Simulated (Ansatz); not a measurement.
# Work function of Pt(111): what the settings cost and change

Aim: the work function of Pt(111) across levels of theory at one geometry.

Method: plane-wave DFT, PBE, Ansatz PAW, in the first sound run; inputs show where later runs differ, in Ansatz 0.2.0.

**What experiment says.**

For Pt (clean (111) face, a compiled value), “Anisotropic work function of elemental crystals” (2019, arxiv:1902.07811) quotes earlier work: work function (clean (111) face, a compiled value) 5.91 eV.

## (1) The structure

The cell holds 7 atoms: 7 Pt. Its edges and angles: a = 2.772 Å, b = 2.772 Å, c = 31.579 Å, α = 90.0°, β = 90.0°, γ = 60.0°. Vacuum lies along c.

## (2) Slab, setting PBE, Ansatz PAW (420 eV)

A work function rests on the faint tail of the density, so the SCF threshold is tight. PBE on the default files comes first; the next runs keep the geometry and change functional or files, each at the cutoff that its files recommend; a relaxation and, for heavy metals, spin-orbit coupling close the ladder.

input.yaml reads:

```yaml
crystal:
  lattice:
    - [2.7718585823, 0.0, 0.0]
    - [1.3859292911, 2.4004999479, 0.0]
    - [0.0, 0.0, 31.5792783313]
  atoms:
    - { symbol: Pt, position: [0.0, 0.0, 0.2849970131] }
    - { symbol: Pt, position: [0.3333333333, 0.3333333333, 0.3566646754] }
    - { symbol: Pt, position: [0.6666666667, 0.6666666667, 0.4283323377] }
    - { symbol: Pt, position: [0.0, 0.0, 0.5] }
    - { symbol: Pt, position: [0.3333333333, 0.3333333333, 0.5716676623] }
    - { symbol: Pt, position: [0.6666666667, 0.6666666667, 0.6433353246] }
    - { symbol: Pt, position: [0.0, 0.0, 0.7150029869] }
kpoints:
  mp_grid: { grid: [17, 17, 1] }
hamiltonian:
  xc: pbe
scf:
  occupations: { method: fermi_dirac, width: 0.1 }
  convergence: { dr2_threshold: 1.0e-09 }
efield:
  axis: 3
  dipole_correction: true
  ramp_position: 0.97
  ramp_width: 0.06
output:
  write_potential: true
  write_density: true
  volumetric_format: npy
  elf: true
```

The run is started by

```
> ansatz run input.yaml --threads 4 --pin off --max-ram 6144MiB --backend cpu --events-out ev --progress --plain --runs-dir out
```

Log:

```text
Engine: ansatz 0.2.0, aarch64-unknown-linux-gnu
Pseudopotentials: kind: paw
Pseudopotential: Pt, paw, valence charge 18, recommended cutoff 420 eV (normal), Pt.paw.azcp
Functional definition: PBE
  parameter kappa = 0.804
  parameter beta = 0.066725
  exchange = pbe_x(kappa = kappa, mu = beta*pi^2/3)
  correlation = pbe_c(beta = beta)
Crystal: 7 atoms, lattice volume = 210.124 Å³
Basis set: ecut = 420 eV, 4137 PW (Γ)
Bands: 76, of which v1, the nominal top of the filled ones, is band 63 counted from 1 (62 counted from 0)
Symmetry: 6 space group operations
k-points: 33 of 289 (time reversal used)
Non-local potential: Pt, projectors of the file, l = 0: 3, l = 1: 2, l = 2: 2, l = 3: 1
PAW form: soft (Blöchl's): semilocal exchange-correlation on the pseudo side does not see the compensation charge
PAW one-centre angular grid: Pt, 590 points (default); XC on 64 Gauss nodes
Initial density: superposition of atomic densities (neutral atoms: chi_scale 0, normalization atom), corrected by the library's trained network
Initial wavefunctions: pseudopotential atomic-orbital guess
Functional: x = pbe(κ = 0.804, μ = 0.219515), c = pbe(β = 0.066725)
SCF iter   1: F=—  HF=-87660.109689 eV  |F-HF|=—  |Δ(HF+E_count)|=         —  Δρ=1.43e-2  dr2=8.63e0  ethr=1.77e-3  p=0.000 e·Å  D=2.53e-14 V/Å  ΔV_dip=-0.00 eV  dr2_dipole=6.84e-7  V_vac-E_F(+/−)=5.11/5.12 eV  ⟨swp⟩=8.7  Hψ=11026  notcnv=0  defer=35
efield: sawtooth ramp at fractional position 0.9700 (set: `efield.ramp_position`, or a place that a band, a saddle search or an elastic batch's reference lends), width 0.0600; the density the first Hamiltonian is built on has a dipole p = 0.000 e·Å; the dipole correction subtracts the counter field D = 2.53e-14 V/Å, which shifts the + side's vacuum level by -0.00 eV against the − side's; the planar-averaged density in the ramp window peaks in size at 9.1e-6 e/Å³
preconditioner: auto → LDOS  [metal: Δε(μ)=0.019 eV  Ē_g=7.902 eV  σ=0.100 eV  W_gap=0.05  n_scr=24 (ndim 8)  ℏωp=21.4 eV  f_vac=0.464  D(μ)=11.98/eV (n_scr^D=146)  β→1.0]
SCF iter   2: F=—  HF=-87660.038170 eV  |F-HF|=—  |Δ(HF+E_count)|=   7.15e-2  Δρ=3.98e-3  dr2=3.87e-1  ethr=1.77e-3  p=-0.000 e·Å  D=-1.05e-5 V/Å  ΔV_dip=0.00 eV  dr2_dipole=2.64e-8  V_vac-E_F(+/−)=5.65/5.65 eV  ⟨swp⟩=1.8  Hψ=2986  notcnv=0  defer=60
SCF iter   3: F=—  HF=-87660.037854 eV  |F-HF|=—  |Δ(HF+E_count)|=   3.16e-4  Δρ=1.93e-3  dr2=3.57e-2  ethr=3.07e-4  p=0.000 e·Å  D=6.44e-6 V/Å  ΔV_dip=-0.00 eV  dr2_dipole=2.06e-8  V_vac-E_F(+/−)=5.59/5.59 eV  ⟨swp⟩=1.8  Hψ=2634  notcnv=0  defer=66
SCF iter   4: F=—  HF=-87660.033231 eV  |F-HF|=—  |Δ(HF+E_count)|=   4.62e-3  Δρ=3.52e-4  dr2=6.52e-4  ethr=2.83e-5  p=0.000 e·Å  D=9.15e-9 V/Å  ΔV_dip=-0.00 eV  dr2_dipole=6.88e-12  V_vac-E_F(+/−)=5.67/5.67 eV  ⟨swp⟩=2.1  Hψ=3667  notcnv=0  defer=66
SCF iter   5: F=—  HF=-87660.033328 eV  |F-HF|=—  |Δ(HF+E_count)|=   9.76e-5  Δρ=1.90e-4  dr2=1.69e-4  ethr=5.17e-7  p=0.000 e·Å  D=1.13e-7 V/Å  ΔV_dip=-0.00 eV  dr2_dipole=2.81e-10  V_vac-E_F(+/−)=5.66/5.66 eV  ⟨swp⟩=3.0  Hψ=4784  notcnv=0  defer=66
SCF iter   6: F=—  HF=-87660.033331 eV  |F-HF|=—  |Δ(HF+E_count)|=   2.15e-6  Δρ=8.74e-5  dr2=6.80e-5  ethr=1.34e-7  p=0.000 e·Å  D=2.21e-8 V/Å  ΔV_dip=-0.00 eV  dr2_dipole=3.09e-13  V_vac-E_F(+/−)=5.66/5.66 eV  ⟨swp⟩=2.1  Hψ=3162  notcnv=0  defer=66
SCF iter   7: F=—  HF=-87660.033345 eV  |F-HF|=—  |Δ(HF+E_count)|=   1.47e-5  Δρ=3.97e-5  dr2=1.33e-5  ethr=5.40e-8  p=-0.000 e·Å  D=-3.61e-8 V/Å  ΔV_dip=0.00 eV  dr2_dipole=2.19e-11  V_vac-E_F(+/−)=5.66/5.66 eV  ⟨swp⟩=1.0  Hψ=2420  notcnv=0  defer=66
SCF iter   8: F=—  HF=-87660.033348 eV  |F-HF|=—  |Δ(HF+E_count)|=   2.86e-6  Δρ=9.71e-6  dr2=5.40e-7  ethr=1.06e-8  p=-0.000 e·Å  D=-9.81e-9 V/Å  ΔV_dip=0.00 eV  dr2_dipole=3.27e-12  V_vac-E_F(+/−)=5.66/5.66 eV  ⟨swp⟩=1.4  Hψ=2617  notcnv=0  defer=66
SCF iter   9: F=—  HF=-87660.033770 eV  |F-HF|=—  |Δ(HF+E_count)|=   4.22e-4  Δρ=2.27e-6  dr2=2.20e-8  ethr=4.29e-10  p=0.000 e·Å  D=1.65e-8 V/Å  ΔV_dip=-0.00 eV  dr2_dipole=1.09e-11  V_vac-E_F(+/−)=5.66/5.66 eV  ⟨swp⟩=2.1  Hψ=3732  notcnv=0  defer=63
SCF iter  10: F=-87660.033770 eV  HF=-87660.033770 eV  |F-HF|=1.02e-10  |Δ(HF+E_count)|=   4.13e-9  Δρ=5.11e-7  dr2=6.52e-10  ethr=1.00e-12  p=0.000 e·Å  D=6.07e-11 V/Å  ΔV_dip=-0.00 eV  dr2_dipole=1.94e-11  V_vac-E_F(+/−)=5.66/5.66 eV  ⟨swp⟩=11.5  Hψ=11327  notcnv=0
SCF 1 converged in 10 iterations: F = -87660.033770 eV  dr2 = 6.52e-10
  greatest PAW one-centre occupation: 1.000 electrons in one spin orbital (limit 2), on the Pt atom at site 4 (counted from 0), in its partial waves of l = 0
WARN: The output density's exchange-correlation potential varies sharply where the density is thin. Do not read a vacuum level from v_tot or v_xc, or from such a field of the output density. On a cell that repeats whose density bears no net charge and no dipole along the vacuum's axis use v_es (v_loc + v_h of the components); under efield.dipole_correction with no amplitude use v_es + v_field, which holds any externa [...]
SCF converged after 10 iterations
Free energy (F): -87660.033770 eV
Harris-Foulkes:  -87660.033770 eV  (|F-HF|=1.02e-10)
Internal energy: -87659.641773 eV  (E = F + TS)
E sigma→0 (E₀):  -87659.837771 eV
Entropy (-TS):   -0.391997 eV (-56.000 meV/atom)
Fermi energy:    8.915320 eV
Dipole field:    D = -0.000006 V/Å  (p = -0.000007 e·Å, saw-weighted, corrected)
Work function:   Φ+ = 5.6631 eV   Φ− = 5.6629 eV
Levels:          The Fermi level and band energies are counted from a zero that moves with the ramp; work functions are not
--- Per-component energies (eV) ---
  E_band       = -2703.079452
  E_kinetic    = 4464.219245
  E_local      = -296373.786148  (includes V_loc(G=0)·N_el)
  E_nonlocal   = 1399.721577
  E_hartree    = 145972.902545
  E_xc         = -1831.934849
  E_vxc        = -2119.058476  (∫ρ·V_xc dr)
  E_paw        = -66178.363962  (= ΣΔE_a)
  E_vpaw       = -2019.978397  (= ΣTr[D̂ρ^β])
  E_aug_tail   = 0.001406  (compensation charges beyond the density's cutoff)
  E_efield     = 0.000000  (sawtooth field / dipole correction)
  E_vefield    = 0.000000  (∫n·V_field dr)
  E_ewald      = 124887.598414
  E_smearing   = -0.391997  (= −TS)
  E_closure    = -0.000000  (closes the sum)
  Σ components = -87660.033770   (vs F -87660.033770, Δ=0.00e0)
--- Band table (eV; the first three rows and the last of 33) ---
  k-point 0: bands = [... 59 lower, 7.4404, 7.4404, 7.7890, 7.7890, 8.2850, 8.2850, 8.7309, 8.7309, ... 9 higher]
  k-point 1: bands = [... 59 lower, 7.4645, 7.4885, 7.7979, 7.8698, 8.1188, 8.2682, 8.2896, 8.7362, ... 9 higher]
  k-point 2: bands = [... 59 lower, 7.3403, 7.5072, 7.5443, 7.8172, 7.8636, 8.2992, 8.5198, 8.7497, ... 9 higher]
  k-point 32: bands = [... 59 lower, 8.5919, 8.6563, 8.7453, 8.8054, 13.1912, 13.1925, 13.7374, 13.8408, ... 9 higher]
```

Wall time 44 s (4 threads of Arm Neoverse N1, shared host); peak memory 0.92 GiB.

Read from the output:

```
energy at zero smearing   : -87659.8378 eV
work function, upper face : 5.663 eV
```

Running mean over 2.263 Å of the planar mean; the ramp of the sawtooth is left out. The electron's electrostatic potential energy less the Fermi level by z:

z (Å), electron's electrostatic potential energy less the Fermi level (eV) and a bar from the least value:
```
        4        5.7 ##############################
        5        5.7 ##############################
        6        5.6 ##############################
        7        4.6 ############################
        8       -5.0 ############
        9      -11.6 #
       10      -12.1 
       11      -12.2 
       12      -12.3 
       13      -12.3 
       14      -12.3 
       15      -12.3 
       16      -12.3 
       17      -12.3 
       18      -12.3 
       19      -12.3 
       20      -12.3 
       21      -12.1 
       22      -12.0 #
       23      -10.4 ###
       24        0.3 #####################
       25        5.4 #############################
       26        5.6 ##############################
       27        5.7 ##############################
       28        5.7 ##############################
```

Electrostatic potential energy in the ca plane at fractional y = 0.000, with atoms of Pt within 0.2 Å of it. With pseudopotentials it is smooth inside the atoms' cores, unlike the true potential.

Ten even steps from '0' (-65 eV) to '9' (15 eV), each cell a mean:
```
99999999984000589999999999997200179999999999
89999888986324799888999888998522589999999999
78998768998777898767899867899877899999999999
57887557899999998656898755799999999999999999
68998667899888998756898766899988999999999999
88998878997545899878999878898744689999999999
99999999985102689999999999997300379999999999
99999999973000489999999999996100169999999999
```
Columns run along c (16.0 Å, from fractional 0.37 to 0.87 of the cell; values clipped at the 3rd and 97th percentile), rows up along a (2.8 Å). Atoms in or near the plane, at fractional coordinates: Pt at (0.50, 0.00), Pt at (0.72, 0.00).

ELF in the ca plane at fractional y = 0.000, with atoms of Pt within 0.2 Å of it. It is the smooth field of the valence electrons, not physical close to the nuclei.

Ten even steps from '0' (0.00) to '9' (0.67), each cell a mean:
```
32222333347999633333222333335899963210000000
43323443335887533343323343334688743210000000
54334554333454333454333455433445433110000000
64444565333343334665444566533344432100000000
54334565333443334565433455433344432100000000
43333443334676433444333444334567643210000000
33223333346998633333222333335899853210000000
32112333347999633333212233335899963210000000
```
Columns run along c (16.0 Å, from fractional 0.37 to 0.87 of the cell), rows up along a (2.8 Å). Atoms in or near the plane, at fractional coordinates: Pt at (0.50, 0.00), Pt at (0.72, 0.00).

Valence density in the ca plane at fractional y = 0.000, with atoms of Pt within 0.2 Å of it. It is the smooth field of the valence electrons, not physical close to the nuclei.

Ten steps, logarithmic in the rise over the least value, from '0' (0 e/Å³) to '9' (11 e/Å³), each cell a mean:
```
22112222247998632222212222235899852000000000
33223333235787532333222333324677631000000000
54333554323454323454323455323455421000000000
64334565322333223565433566432233211000000000
54334554323343223555333455422333321000000000
43223443334676433344322344323566531000000000
32222332236898632333222233224799742000000000
22112222247999632222211222235899852100000000
```
Columns run along c (16.0 Å, from fractional 0.37 to 0.87 of the cell), rows up along a (2.8 Å). Atoms in or near the plane, at fractional coordinates: Pt at (0.50, 0.00), Pt at (0.72, 0.00).

The work function is 5.663 eV.

## (3) Run

This step: plane-wave DFT, LDA, Ansatz PAW (Ansatz 0.2.0).

input.yaml, as its differences from that of step 2:

```diff
@@ -16,3 +16,3 @@
 hamiltonian:
-  xc: pbe
+  xc: lda
 scf:
@@ -29,2 +29 @@
   volumetric_format: npy
-  elf: true
```

Log:

```text
[...]
Crystal: 7 atoms, lattice volume = 210.124 Å³
Basis set: ecut = 420 eV, 4137 PW (Γ)
Bands: 76, of which v1, the nominal top of the filled ones, is band 63 counted from 1 (62 counted from 0)
Symmetry: 6 space group operations
k-points: 33 of 289 (time reversal used)
[...]
k-point 0: bands = [... 59 lower, 7.0709, 7.0709, 7.4186, 7.4186, 7.9156, 7.9156, 8.3643, 8.3643, ... 9 higher]
  k-point 1: bands = [... 59 lower, 7.0957, 7.1184, 7.4279, 7.4981, 7.7388, 7.8874, 7.9203, 8.3697, ... 9 higher]
  k-point 2: bands = [... 59 lower, 6.9657, 7.1390, 7.1675, 7.4482, 7.4840, 7.9304, 8.1374, 8.3832, ... 9 higher]
  k-point 32: bands = [... 59 lower, 8.2120, 8.2726, 8.3647, 8.4221, 12.7442, 12.7467, 13.2929, 13.3917, ... 9 higher]
[key lines of the parts left out:]
SCF converged after 11 iterations
Free energy (F): -85713.383790 eV
Fermi energy:    8.539086 eV
Dipole field:    D = -0.000001 V/Å  (p = -0.000001 e·Å, saw-weighted, corrected)
Work function:   Φ+ = 6.0520 eV   Φ− = 6.0520 eV
```

It took 47 s on 4 threads; peak memory 0.9 GiB.

The work function is 6.052 eV, +0.389 eV from the run “PBE, Ansatz PAW (420 eV)”, at 1.0 times its CPU time.

## (4) Slab

This step: plane-wave DFT, PBEsol, Ansatz PAW (Ansatz 0.2.0).

input.yaml, as its differences from that of step 3:

```diff
@@ -16,3 +16,3 @@
 hamiltonian:
-  xc: lda
+  xc: pbesol
 scf:
```

Log:

```text
[...]
Crystal: 7 atoms, lattice volume = 210.124 Å³
Basis set: ecut = 420 eV, 4137 PW (Γ)
Bands: 76, of which v1, the nominal top of the filled ones, is band 63 counted from 1 (62 counted from 0)
Symmetry: 6 space group operations
k-points: 33 of 289 (time reversal used)
[...]
k-point 0: bands = [... 59 lower, 7.2899, 7.2899, 7.6374, 7.6374, 8.1340, 8.1340, 8.5821, 8.5821, ... 9 higher]
  k-point 1: bands = [... 59 lower, 7.3145, 7.3367, 7.6466, 7.7132, 7.9569, 8.1092, 8.1387, 8.5876, ... 9 higher]
  k-point 2: bands = [... 59 lower, 7.1822, 7.3577, 7.3852, 7.6667, 7.7070, 8.1488, 8.3617, 8.6012, ... 9 higher]
  k-point 32: bands = [... 59 lower, 8.4358, 8.4985, 8.5889, 8.6478, 12.9877, 12.9894, 13.5357, 13.6383, ... 9 higher]
[key lines of the parts left out:]
SCF converged after 11 iterations
Free energy (F): -86685.418107 eV
Fermi energy:    8.761272 eV
Dipole field:    D = -0.000001 V/Å  (p = -0.000002 e·Å, saw-weighted, corrected)
Work function:   Φ+ = 5.7977 eV   Φ− = 5.7976 eV
```

The job ended after 49 s (4 threads; peak memory 0.91 GiB; 2.6 min of CPU time).

The work function is 5.798 eV, +0.135 eV from the run “PBE, Ansatz PAW (420 eV)”, at 1.1 times its CPU time.

## (5) Run

This step: plane-wave DFT, RPBE, Ansatz PAW (Ansatz 0.2.0).

input.yaml, as its differences from that of step 4:

```diff
@@ -16,3 +16,3 @@
 hamiltonian:
-  xc: pbesol
+  xc: rpbe
 scf:
```

Log:

```text
[...]
Crystal: 7 atoms, lattice volume = 210.124 Å³
Basis set: ecut = 420 eV, 4137 PW (Γ)
Bands: 76, of which v1, the nominal top of the filled ones, is band 63 counted from 1 (62 counted from 0)
Symmetry: 6 space group operations
k-points: 33 of 289 (time reversal used)
[...]
k-point 0: bands = [... 59 lower, 7.5632, 7.5632, 7.9109, 7.9109, 8.4055, 8.4055, 8.8501, 8.8501, ... 9 higher]
  k-point 1: bands = [... 59 lower, 7.5870, 7.6114, 7.9197, 7.9930, 8.2489, 8.3993, 8.4101, 8.8555, ... 9 higher]
  k-point 2: bands = [... 59 lower, 7.4666, 7.6294, 7.6726, 7.9387, 7.9930, 8.4196, 8.6492, 8.8690, ... 9 higher]
  k-point 32: bands = [... 59 lower, 8.7154, 8.7812, 8.8690, 8.9299, 13.3417, 13.3428, 13.8872, 13.9921, ... 9 higher]
[key lines of the parts left out:]
SCF converged after 11 iterations
Free energy (F): -87756.525458 eV
Fermi energy:    9.038472 eV
Dipole field:    D = -0.000002 V/Å  (p = -0.000002 e·Å, saw-weighted, corrected)
Work function:   Φ+ = 5.4978 eV   Φ− = 5.4978 eV
```

Elapsed: 45 s, on 4 threads; peak memory 0.92 GiB.

The work function is 5.498 eV, -0.165 eV from the run “PBE, Ansatz PAW (420 eV)”, at 1.0 times its CPU time.

## (6) Run

This step: plane-wave DFT, r2SCAN, Ansatz PAW (Ansatz 0.2.0).

input.yaml, as its differences from that of step 5:

```diff
@@ -16,3 +16,3 @@
 hamiltonian:
-  xc: rpbe
+  xc: r2scan
 scf:
```

Log:

```text
[...]
Crystal: 7 atoms, lattice volume = 210.124 Å³
Basis set: ecut = 500 eV, 5251 PW (Γ), exchange–correlation on 96×96×960 points (64 copies of the dense FFT grid, shifted against one another)
Bands: 76, of which v1, the nominal top of the filled ones, is band 63 counted from 1 (62 counted from 0)
Symmetry: 6 space group operations
[...]
k-point 0: bands = [... 59 lower, 7.1728, 7.1728, 7.5458, 7.5458, 8.0660, 8.0660, 8.5260, 8.5260, ... 9 higher]
  k-point 1: bands = [... 59 lower, 7.1960, 7.2278, 7.5536, 7.6467, 7.9431, 8.0701, 8.0942, 8.5314, ... 9 higher]
  k-point 2: bands = [... 59 lower, 7.1024, 7.2385, 7.3276, 7.5702, 7.6555, 8.0784, 8.3461, 8.5450, ... 9 higher]
  k-point 32: bands = [... 59 lower, 8.4152, 8.4919, 8.5780, 8.6467, 13.3176, 13.3196, 13.8893, 13.9896, ... 9 higher]
[key lines of the parts left out:]
SCF converged after 17 iterations
Free energy (F): -87756.325544 eV
Fermi energy:    8.742099 eV
Dipole field:    D = 0.000000 V/Å  (p = 0.000000 e·Å, saw-weighted, corrected)
Work function:   Φ+ = 5.7253 eV   Φ− = 5.7253 eV
```

The job ended after 2.1 min (4 threads; peak memory 1.5 GiB).

The work function is 5.725 eV, +0.062 eV from the run “PBE, Ansatz PAW (420 eV)”, at 2.8 times its CPU time.

## (7) Run

This step: plane-wave DFT, PBE, JTH PAW (Ansatz 0.2.0).

input.yaml, as its differences from that of step 6:

```diff
@@ -16,3 +16,4 @@
 hamiltonian:
-  xc: r2scan
+  xc: pbe
+  pseudopotentials: { kind: paw, source: jth }
 scf:
```

Log:

```text
[...]
k-point 0: bands = [... 31 lower, 4.6442, 4.6442, 4.9939, 4.9939, 5.4881, 5.4881, 5.9294, 5.9294, ... 10 higher]
  k-point 1: bands = [... 31 lower, 4.6681, 4.6933, 5.0024, 5.0769, 5.3280, 5.4747, 5.4925, 5.9346, ... 10 higher]
  k-point 2: bands = [... 31 lower, 4.5505, 4.7103, 4.7546, 5.0211, 5.0711, 5.5018, 5.7237, 5.9477, ... 10 higher]
  k-point 32: bands = [... 31 lower, 5.7930, 5.8541, 5.9446, 6.0022, 10.4224, 10.4245, 10.9601, 11.0661, ... 10 higher]
[key lines of the parts left out:]
SCF converged after 15 iterations
Free energy (F): -71170.514834 eV
Fermi energy:    6.110554 eV
Dipole field:    D = -0.000001 V/Å  (p = -0.000001 e·Å, saw-weighted, corrected)
Work function:   Φ+ = 5.6702 eV   Φ− = 5.6702 eV
```

Wall time 87 s (4 threads); peak memory 1.4 GiB.

The work function is 5.670 eV, +0.007 eV from the run “PBE, Ansatz PAW (420 eV)”, at 2.0 times its CPU time.

## (8) Slab

This step: plane-wave DFT, PBE, norm-conserving (Ansatz 0.2.0).

input.yaml, as its differences from that of step 7:

```diff
@@ -17,3 +17,3 @@
   xc: pbe
-  pseudopotentials: { kind: paw, source: jth }
+  pseudopotentials: { kind: nc }
 scf:
```

Log:

```text
[...]
Crystal: 7 atoms, lattice volume = 210.124 Å³
Basis set: ecut = 1142.878222 eV, 18553 PW (Γ)
Bands: 76, of which v1, the nominal top of the filled ones, is band 63 counted from 1 (62 counted from 0)
Symmetry: 6 space group operations
k-points: 33 of 289 (time reversal used)
[...]
k-point 0: bands = [... 59 lower, 7.5498, 7.5498, 7.8976, 7.8976, 8.3934, 8.3934, 8.8400, 8.8400, ... 9 higher]
  k-point 1: bands = [... 59 lower, 7.5740, 7.5978, 7.9065, 7.9787, 8.2271, 8.3763, 8.3980, 8.8453, ... 9 higher]
  k-point 2: bands = [... 59 lower, 7.4488, 7.6168, 7.6524, 7.9260, 7.9715, 8.4078, 8.6278, 8.8588, ... 9 higher]
  k-point 32: bands = [... 59 lower, 8.6983, 8.7622, 8.8517, 8.9114, 13.2961, 13.2974, 13.8437, 13.9462, ... 9 higher]
[key lines of the parts left out:]
SCF converged after 10 iterations
Free energy (F): -24852.300520 eV
Fermi energy:    9.023008 eV
Dipole field:    D = 0.000000 V/Å  (p = 0.000000 e·Å, saw-weighted, corrected)
Work function:   Φ+ = 5.6632 eV   Φ− = 5.6632 eV
```

Run time: 3.1 min. Hardware: 4 threads; peak memory 3 GiB.

The work function is 5.663 eV, +0.000 eV from the run “PBE, Ansatz PAW (420 eV)”, at 4.6 times its CPU time.

(Part 1 of 2 ends here.)

[Long decimals in the printed logs are rounded to 6 places.]

[Logs are printed without paths, hosts, clocks, repeated set-up lines and the standing remarks that a program may print on its own settings, such as how far it seeks lower states.]

[Hosts, paths, dates, database ids (printed as entryN), source tags and the programs' standing remarks are cut or masked in the printed files.]

[Maps of the electrostatic potential energy from Ansatz leave out the sawtooth potential of an applied field or a dipole correction, so their vacuum need not be flat; planar profiles and work functions include it.]
